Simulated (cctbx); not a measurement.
# A crystallographic session in cctbx: RbCuICl2

Library: cctbx 2025.11. The data are simulated by the first script.

## 1. Simulate the data

run.py:

```python
from cctbx import adptbx, crystal, miller, sgtbx, xray
from cctbx.array_family import flex
from iotbx.shelx import hklf
from scitbx import matrix
import scitbx.random

cs = crystal.symmetry(unit_cell=(12.793, 7.433, 13.033, 90, 90.47, 90), space_group_symbol='Hall: -C 2yc')  # C2/c
atoms = [  # label, site, U (iso, or U11 U22 U33 U12 U13 U23 in A^2), occupancy
    ("I1", (0.1646, 0.9841, 0.4098), (0.0063, 0.0092, 0.0033, -0.0021, -0.0005, -0.0000), 1),
    ("Rb1", (0.6672, 0.0195, 0.8809), (0.0051, 0.0060, 0.0061, 0.0001, 0.0003, 0.0002), 1),
    ("Cu1", (0.5, 0.5357, 0.75), (0.0061, 0.0136, 0.0101, 0.0000, -0.0025, 0.0000), 1),
    ("Cu2", (0, 0, 0.5), (0.0077, 0.0074, 0.0090, 0.0024, -0.0016, 0.0020), 1),
    ("Cl1", (0.5742, 0.6911, 0.1416), (0.0075, 0.0109, 0.0117, -0.0003, -0.0022, 0.0001), 1),
    ("Cl2", (0.4122, 0.7759, 0.8475), (0.0152, 0.0075, 0.0143, 0.0011, 0.0004, -0.0016), 1),
]
xs = xray.structure(crystal_symmetry=cs)
for label, site, u, occ in atoms:
    u = adptbx.u_cif_as_u_star(cs.unit_cell(), u) if isinstance(u, tuple) else u
    xs.add_scatterer(xray.scatterer(label, site=site, u=u, occupancy=occ))
xs.set_inelastic_form_factors(0.71073, "sasaki")
xs.show_summary()
p1 = xs.expand_to_p1()
ms = miller.build_set(p1, anomalous_flag=True, d_min=0.77)
flex.set_random_seed(544139)
scitbx.random.set_random_seed(544139)
ms = ms.select(flex.random_double(ms.size()) < 0.95)
i = ms.structure_factors_from_scatterers(p1, algorithm="direct").f_calc().as_intensity_array().data()
i = i / flex.sqrt(1 + 0.1 * i / flex.max(i))  # extinction
i = i * 70000 / flex.max(i)
sig = flex.sqrt(i + flex.pow2(0.02 * i) + 15 ** 2)
noise = scitbx.random.variate(scitbx.random.normal_distribution())(i.size())
data = ms.array(data=i + sig * noise, sigmas=sig).set_observation_type_xray_intensity()
with open("data.hkl", "w") as f:
    data.export_as_shelx_hklf(f)
print("reflections written:", data.size(), " <I/sigma> = %.1f" % flex.mean(data.data() / data.sigmas()))
for h, a, b in list(data.sort("data"))[:12]:
    print("%4d%4d%4d %9.1f %7.1f" % (h + (a, b)))
```

```console
$ python run.py
```

```text
Number of scatterers: 6
At special positions: 2
Unit cell: (12.793, 7.433, 13.033, 90, 90.47, 90)
Space group: C 1 2/c 1 (No. 15)
reflections written: 10884  <I/sigma> = 10.8
   6  -2   0   71815.1  1424.9
  -6   2   0   69690.0  1424.9
  -6  -2   0   69378.2  1424.9
   6   2   0   67286.2  1424.9
   4   0   2   61613.7  1227.3
  -4   0  -2   60891.6  1227.3
   2   0   4   58510.1  1176.7
  -2   0  -4   57190.0  1176.7
  -2   2   2   54239.6  1056.9
   2  -2  -2   51941.0  1056.9
   0  -4   0   51424.2  1040.5
   2   2  -2   50785.3  1056.9
```

It took 0.46 s on 1 thread of Arm Neoverse N1, on a shared host, peak memory 0.07 GiB.

## 2. Refinement (right model, isotropic)

run.py:

```python
import math
from cctbx import adptbx, crystal, maptbx, sgtbx, xray
from cctbx.array_family import flex
from cctbx.xray import observations
from iotbx.shelx import hklf
from scitbx.lstbx import normal_eqns_solving
from smtbx import absolute_structure, utils
from smtbx.refinement import constraints, least_squares

cs = crystal.symmetry(unit_cell=(12.793, 7.433, 13.033, 90, 90.47, 90), space_group_symbol='Hall: -C 2yc')  # C2/c
atoms = [  # label, site, U (iso, or U11 U22 U33 U12 U13 U23 in A^2), occupancy
    ("I1", (0.1631, 0.9839, 0.4086), 0.0200, 1),
    ("Rb1", (0.6672, 0.0167, 0.8827), 0.0200, 1),
    ("Cu1", (0.5, 0.5401, 0.75), 0.0200, 1),
    ("Cu2", (0, 0, 0.5), 0.0200, 1),
    ("Cl1", (0.5731, 0.6951, 0.1415), 0.0200, 1),
    ("Cl2", (0.4109, 0.7693, 0.8487), 0.0200, 1),
]
xs = xray.structure(crystal_symmetry=cs)
for label, site, u, occ in atoms:
    u = adptbx.u_cif_as_u_star(cs.unit_cell(), u) if isinstance(u, tuple) else u
    xs.add_scatterer(xray.scatterer(label, site=site, u=u, occupancy=occ))
xs.set_inelastic_form_factors(0.71073, "sasaki")
raw = hklf.reader(file_name="data.hkl").as_miller_arrays(crystal_symmetry=cs, anomalous=True)[0]
merged = raw.eliminate_sys_absent().merge_equivalents()
fo2 = merged.array().set_observation_type_xray_intensity()
print("Rint %.3f, %d unique reflections to %.2f A" % (merged.r_int(), fo2.size(), fo2.d_min()))
for sc in xs.scatterers():
    sc.flags.set_grad_site(True)
    sc.flags.set_grad_u_aniso(sc.flags.use_u_aniso())
    sc.flags.set_grad_u_iso(sc.flags.use_u_iso())
obs = fo2.as_xray_observations()
extra = {}
rep = constraints.reparametrisation(xs, [], utils.connectivity_table(xs), **extra)
ls = least_squares.crystallographic_ls(obs, rep, weighting_scheme=least_squares.mainstream_shelx_weighting(a=0, b=0))
print("cycle     R1     wR2    GooF  max shift (A)")
for cycle in range(8):
    ls.build_up()
    r1, wr2, goof = ls.r1_factor(cutoff_factor=2)[0], ls.wR2(), ls.goof()
    old = xs.sites_cart()
    normal_eqns_solving.levenberg_marquardt_iterations(ls, n_max_iterations=3, tau=1e-06, step_threshold=1e-7)
    big = flex.max((xs.sites_cart() - old).norms())
    print("%4d %7.4f %7.4f %7.3f %9.5f" % (cycle + 1, r1, wr2, goof, big))
    ls.build_up(objective_only=True)
    if abs(ls.wR2() - wr2) < 5e-5 and big < 5e-4:
        break
ls.build_up()
print("final R1 %.4f wR2 %.4f GooF %.3f  parameters %d  data/parameter %.1f" % (ls.r1_factor(cutoff_factor=2)[0], ls.wR2(), ls.goof(), ls.n_parameters, fo2.size() / ls.n_parameters))
cov = ls.covariance_matrix_and_annotations()
su = dict(zip(cov.annotations, (math.sqrt(max(v, 0)) for v in cov.matrix.matrix_packed_u_diagonal())))
a2 = cs.unit_cell().reciprocal_parameters()[0] ** -2
print("atom        x        y        z      Ueq    occ   su(xyz)  su(Uiso or U11)")
for sc in xs.scatterers():
    s = max(su.get(sc.label + k, 0) for k in (".x", ".y", ".z"))
    npd = "" if sc.is_positive_definite_u(cs.unit_cell()) else "  NPD"
    print("%-5s %8.5f %8.5f %8.5f %8.4f %6.3f %8.5f %7.4f%s" % ((sc.label,) + sc.site + (sc.u_iso_or_equiv(cs.unit_cell()), sc.occupancy, s, su.get(sc.label + ".uiso", su.get(sc.label + ".u11", 0) * a2), npd)))
fo = fo2.f_sq_as_f()
fc = fo.structure_factors_from_scatterers(xs, algorithm="direct").f_calc()
diff = fo.f_obs_minus_f_calc(1 / math.sqrt(ls.scale_factor()), fc).average_bijvoet_mates()
m = diff.fft_map(symmetry_flags=maptbx.use_space_group_symmetry, resolution_factor=0.25).apply_volume_scaling()
print("difference map: max %.2f min %.2f rms %.2f" % (m.statistics().max(), m.statistics().min(), m.statistics().sigma()))
peaks = m.peak_search(parameters=maptbx.peak_search_parameters(min_distance_sym_equiv=0.6, max_clusters=6)).all()
near = xs.closest_distances(peaks.sites(), distance_cutoff=4)
sps = cs.special_position_settings(min_distance_sym_equiv=0.5)
for k, (x, h) in enumerate(zip(peaks.sites(), peaks.heights())):
    ss = sps.site_symmetry(x)
    print("Q%-3d %7.4f %7.4f %7.4f %4d %7.2f  %.2f A from %s" % ((k + 1,) + tuple(t % 1 for t in ss.exact_site()) + (ss.multiplicity(), h, near.smallest_distances[k], xs.scatterers()[near.i_seqs[k]].label)))
```

```console
$ python run.py
```

```text
Rint 0.018, 1442 unique reflections to 0.77 A
cycle     R1     wR2    GooF  max shift (A)
   1  0.1457  0.3076  14.834   0.05425
   2  0.0306  0.0757   3.652   0.00001
final R1 0.0306 wR2 0.0757 GooF 3.652  parameters 19  data/parameter 75.9
atom        x        y        z      Ueq    occ   su(xyz)  su(Uiso or U11)
I1     0.16459  0.98417  0.40978   0.0063  1.000  0.00004  0.0001
Rb1    0.66717  0.01955  0.88092   0.0058  1.000  0.00007  0.0001
Cu1    0.50000  0.53558  0.75000   0.0100  1.000  0.00014  0.0002
Cu2    0.00000  0.00000  0.50000   0.0083  1.000  0.00000  0.0002
Cl1    0.57429  0.69117  0.14150   0.0102  1.000  0.00019  0.0003
Cl2    0.41212  0.77596  0.84750   0.0120  1.000  0.00018  0.0003
difference map: max 4.37 min -3.74 rms 0.28
Q1    0.1816  0.0711  0.9087    8    4.57  0.47 A from I1
Q2    0.1450  0.0399  0.4096    8    4.19  0.48 A from I1
Q3    0.0000  0.0962  0.7500    4    2.11  0.45 A from Cu1
Q4    0.0000  0.0319  0.2500    4    1.66  0.50 A from Cu1
Q5    0.0158  0.0492  0.5175    8    1.14  0.47 A from Cu2
Q6    0.0523  0.2855  0.6652    8    1.12  0.49 A from Cl2
```

Time: 0.56 s.

Figures of merit this high mean that the model is still wrong or incomplete.

## 3. Refinement (right model, anisotropic)

run.py, as its changes from the last script of this kind:

```diff
@@ -12,6 +12,6 @@
-    ("I1", (0.1631, 0.9839, 0.4086), 0.0200, 1),
-    ("Rb1", (0.6672, 0.0167, 0.8827), 0.0200, 1),
-    ("Cu1", (0.5, 0.5401, 0.75), 0.0200, 1),
-    ("Cu2", (0, 0, 0.5), 0.0200, 1),
-    ("Cl1", (0.5731, 0.6951, 0.1415), 0.0200, 1),
-    ("Cl2", (0.4109, 0.7693, 0.8487), 0.0200, 1),
+    ("I1", (0.16459, 0.98417, 0.40978), 0.0063, 1),
+    ("Rb1", (0.66717, 0.01955, 0.88092), 0.0058, 1),
+    ("Cu1", (0.5, 0.53558, 0.75), 0.0100, 1),
+    ("Cu2", (0, 0, 0.5), 0.0083, 1),
+    ("Cl1", (0.57429, 0.69117, 0.1415), 0.0102, 1),
+    ("Cl2", (0.41212, 0.77596, 0.8475), 0.0120, 1),
@@ -23,0 +24 @@
+xs.convert_to_anisotropic()
```

```console
$ python run.py
```

```text
Rint 0.018, 1442 unique reflections to 0.77 A
cycle     R1     wR2    GooF  max shift (A)
   1  0.0305  0.0757   3.689   0.00207
   2  0.0092  0.0194   0.943   0.00000
final R1 0.0092 wR2 0.0194 GooF 0.943  parameters 47  data/parameter 30.7
atom        x        y        z      Ueq    occ   su(xyz)  su(Uiso or U11)
I1     0.16461  0.98409  0.40979   0.0061  1.000  0.00001  0.0000
Rb1    0.66720  0.01948  0.88088   0.0057  1.000  0.00002  0.0001
Cu1    0.50000  0.53570  0.75000   0.0098  1.000  0.00004  0.0001
Cu2    0.00000  0.00000  0.50000   0.0080  1.000  0.00000  0.0001
Cl1    0.57418  0.69101  0.14157   0.0099  1.000  0.00005  0.0002
Cl2    0.41216  0.77587  0.84748   0.0121  1.000  0.00005  0.0002
difference map: max 0.36 min -0.46 rms 0.11
Q1    0.0085  0.2377  0.1574    8    0.38  0.93 A from Cl1
Q2    0.0925  0.4165  0.2820    8    0.38  1.67 A from Rb1
Q3    0.0166  0.4656  0.1237    8    0.38  2.16 A from Cl2
Q4    0.0341  0.2663  0.5957    8    0.35  1.01 A from Cl2
Q5    0.2083  0.2237  0.3997    8    0.35  1.87 A from I1
Q6    0.0084  0.2191  0.8600    8    0.35  1.31 A from Cl2
```

Time: 0.55 s.

## 4. Refinement

run.py, as its changes from the last script of this kind:

```diff
@@ -13,3 +13,3 @@
-    ("Rb1", (0.66717, 0.01955, 0.88092), 0.0058, 1),
-    ("Cu1", (0.5, 0.53558, 0.75), 0.0100, 1),
-    ("Cu2", (0, 0, 0.5), 0.0083, 1),
+    ("Cu1", (0.66717, 0.01955, 0.88092), 0.0058, 1),
+    ("Cu2", (0.5, 0.53558, 0.75), 0.0100, 1),
+    ("Rb1", (0, 0, 0.5), 0.0083, 1),
@@ -38 +38 @@
-for cycle in range(8):
+for cycle in range(12):
```

```console
$ python run.py
```

```text
Rint 0.018, 1442 unique reflections to 0.77 A
cycle     R1     wR2    GooF  max shift (A)
   1  0.1448  0.3424  16.675   0.00421
   2  0.0357  0.1050   5.112   0.00002
final R1 0.0357 wR2 0.1050 GooF 5.112  parameters 47  data/parameter 30.7
atom        x        y        z      Ueq    occ   su(xyz)  su(Uiso or U11)
I1     0.16461  0.98403  0.40977   0.0059  1.000  0.00007  0.0003
Cu1    0.66720  0.01958  0.88082  -0.0074  1.000  0.00010  0.0003  NPD
Cu2    0.50000  0.53584  0.75000   0.0092  1.000  0.00020  0.0006
Rb1    0.00000  0.00000  0.50000   0.0212  1.000  0.00000  0.0007
Cl1    0.57410  0.69092  0.14171   0.0096  1.000  0.00027  0.0009
Cl2    0.41203  0.77586  0.84746   0.0119  1.000  0.00025  0.0010
difference map: max 4.85 min -3.47 rms 0.40
Q1    0.1678  0.5067  0.3878    8    4.86  0.22 A from Cu1
Q2    0.1647  0.9921  0.4060    8    1.26  0.08 A from I1
Q3    0.0685  0.3955  0.3867    8    0.65  1.41 A from Cu1
Q4    0.0814  0.2135  0.1372    8    0.62  0.20 A from Cl1
Q5    0.2212  0.3176  0.3984    8    0.61  1.41 A from Cu1
Q6    0.1643  0.2918  0.3603    8    0.59  1.43 A from Cu1
```

Time: 0.55 s.

This run holds a fault made on purpose: elements exchanged: Rb1 is Cu and Cu1 is Rb.

## 5. Refinement

run.py, as its changes from the last script of this kind:

```diff
@@ -13,3 +13,3 @@
-    ("Cu1", (0.66717, 0.01955, 0.88092), 0.0058, 1),
-    ("Cu2", (0.5, 0.53558, 0.75), 0.0100, 1),
-    ("Rb1", (0, 0, 0.5), 0.0083, 1),
+    ("Zr1", (0.66717, 0.01955, 0.88092), 0.0058, 1),
+    ("Cu1", (0.5, 0.53558, 0.75), 0.0100, 1),
+    ("Cu2", (0, 0, 0.5), 0.0083, 1),
```

```console
$ python run.py
```

```text
Rint 0.018, 1442 unique reflections to 0.77 A
cycle     R1     wR2    GooF  max shift (A)
   1  0.0340  0.0828   4.033   0.00240
   2  0.0108  0.0221   1.075   0.00000
final R1 0.0108 wR2 0.0221 GooF 1.075  parameters 47  data/parameter 30.7
atom        x        y        z      Ueq    occ   su(xyz)  su(Uiso or U11)
I1     0.16460  0.98409  0.40979   0.0062  1.000  0.00001  0.0001
Zr1    0.66719  0.01948  0.88089   0.0041  1.000  0.00002  0.0001
Cu1    0.50000  0.53569  0.75000   0.0097  1.000  0.00004  0.0001
Cu2    0.00000  0.00000  0.50000   0.0080  1.000  0.00000  0.0001
Cl1    0.57416  0.69101  0.14159   0.0099  1.000  0.00006  0.0002
Cl2    0.41214  0.77586  0.84750   0.0122  1.000  0.00005  0.0002
difference map: max 0.41 min -0.60 rms 0.12
Q1    0.0502  0.3649  0.1177    8    0.45  1.36 A from Cl1
Q2    0.0203  0.2770  0.7191    8    0.44  1.23 A from Cl2
Q3    0.2137  0.2215  0.4024    8    0.42  1.88 A from I1
Q4    0.0067  0.2244  0.1504    8    0.41  0.91 A from Cl1
Q5    0.9967  0.1976  0.6557    8    0.41  1.30 A from Cl2
Q6    0.0745  0.0459  0.0694    8    0.40  1.35 A from Cu2
```

Time: 0.54 s.

This run holds a fault made on purpose: wrong element: Zr1 is Rb.

## 6. Refinement

run.py, as its changes from the last script of this kind:

```diff
@@ -13 +13 @@
-    ("Zr1", (0.66717, 0.01955, 0.88092), 0.0058, 1),
+    ("Rb1", (0.66717, 0.01955, 0.88092), 0.0058, 1),
@@ -26 +26 @@
-merged = raw.eliminate_sys_absent().merge_equivalents()
+merged = raw.eliminate_sys_absent().resolution_filter(d_min=1.3).merge_equivalents()
```

```console
$ python run.py
```

```text
Rint 0.016, 289 unique reflections to 1.30 A
cycle     R1     wR2    GooF  max shift (A)
   1  0.0156  0.0402   2.297   0.00446
   2  0.0076  0.0161   0.919   0.00000
final R1 0.0076 wR2 0.0161 GooF 0.919  parameters 47  data/parameter 6.1
atom        x        y        z      Ueq    occ   su(xyz)  su(Uiso or U11)
I1     0.16461  0.98409  0.40980   0.0060  1.000  0.00003  0.0003
Rb1    0.66720  0.01956  0.88080   0.0057  1.000  0.00005  0.0004
Cu1    0.50000  0.53575  0.75000   0.0095  1.000  0.00009  0.0005
Cu2    0.00000  0.00000  0.50000   0.0079  1.000  0.00000  0.0006
Cl1    0.57407  0.69076  0.14163   0.0099  1.000  0.00014  0.0008
Cl2    0.41220  0.77627  0.84745   0.0125  1.000  0.00013  0.0009
difference map: max 0.16 min -0.24 rms 0.06
Q1    0.0746  0.4122  0.2720    8    0.16  1.91 A from Rb1
Q2    0.9949  0.2462  0.6830    8    0.15  1.28 A from Cl2
Q3    0.1067  0.1530  0.3924    8    0.14  1.47 A from I1
Q4    0.1404  0.2287  0.1628    8    0.14  0.93 A from Cl1
Q5    0.1326  0.2391  0.9132    8    0.14  1.71 A from I1
Q6    0.1266  0.2424  0.3631    8    0.14  1.86 A from Rb1
```

Run time: 0.49 s on 1 thread of Arm Neoverse N1, on a shared host, peak memory 0.09 GiB.

This run holds a fault made on purpose: data cut at low resolution.

[Logs are printed without paths, hosts, clocks, repeated set-up lines and the standing remarks that a program may print on its own settings, such as how far it seeks lower states.]
